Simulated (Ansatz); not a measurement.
## Work function of Zn(0001): what the settings cost and change: cost of one run

Ansatz 0.2.0; plane-wave DFT, PBE, Ansatz PAW. The cell holds 7 atoms.

input.yaml

```yaml
crystal:
  lattice:
    - [2.66, 0.0, 0.0]
    - [1.33, 2.3036275741, 0.0]
    - [0.0, 0.0, 40.81088]
  atoms:
    - { symbol: Zn, position: [0.0, 0.0, 0.3185425063] }
    - { symbol: Zn, position: [0.6666666667, 0.6666666667, 0.3790283375] }
    - { symbol: Zn, position: [0.0, 0.0, 0.4395141688] }
    - { symbol: Zn, position: [0.6666666667, 0.6666666667, 0.5] }
    - { symbol: Zn, position: [0.0, 0.0, 0.5604858312] }
    - { symbol: Zn, position: [0.6666666667, 0.6666666667, 0.6209716625] }
    - { symbol: Zn, position: [0.0, 0.0, 0.6814574937] }
kpoints:
  mp_grid: { grid: [18, 18, 1] }
hamiltonian:
  xc: pbe
scf:
  occupations: { method: fermi_dirac, width: 0.1 }
  convergence: { dr2_threshold: 1.0e-09 }
efield:
  axis: 3
  dipole_correction: true
  ramp_position: 0.97
  ramp_width: 0.06
output:
  write_potential: true
  write_density: true
  volumetric_format: npy
```

On the command line:

```sh
$ ansatz run input.yaml --threads 4 --pin off --max-ram 6144MiB --backend cpu --events-out ev --progress --plain --runs-dir out
```

For reference, a run of the same kind (7 atoms, 37 k-points, 51 bands and 3,499 plane waves; 10 SCF cycles) took 37 s and 0.67 GiB on the same hardware.

What time and memory should one allow on 4 threads of Arm Neoverse N1, shared host?

At two electrons a band, the 84 electrons need 42 bands, and 9 more are carried. The run has 37 k-points, 51 bands and 4,967 plane waves. Taking the work of a cycle as k-points × spins × bands × plane waves, that is 1.4 times the reference, or 53 s at the reference's 10 cycles. The run needed as many. One copy of the wavefunctions takes 0.14 GiB at 16 bytes a coefficient, against 0.098 GiB in the reference; grids, projectors and work arrays come on top. Measured: about 44 s, with a peak of 0.83 GiB. The estimate holds within 25 %.

[Logs are printed without paths, hosts, clocks, repeated set-up lines and the standing remarks that a program may print on its own settings, such as how far it seeks lower states.]

[Hosts, paths, dates, database ids (printed as entryN), source tags and the programs' standing remarks are cut or masked in the printed files.]

[Maps of the electrostatic potential energy from Ansatz leave out the sawtooth potential of an applied field or a dipole correction, so their vacuum need not be flat; planar profiles and work functions include it.]
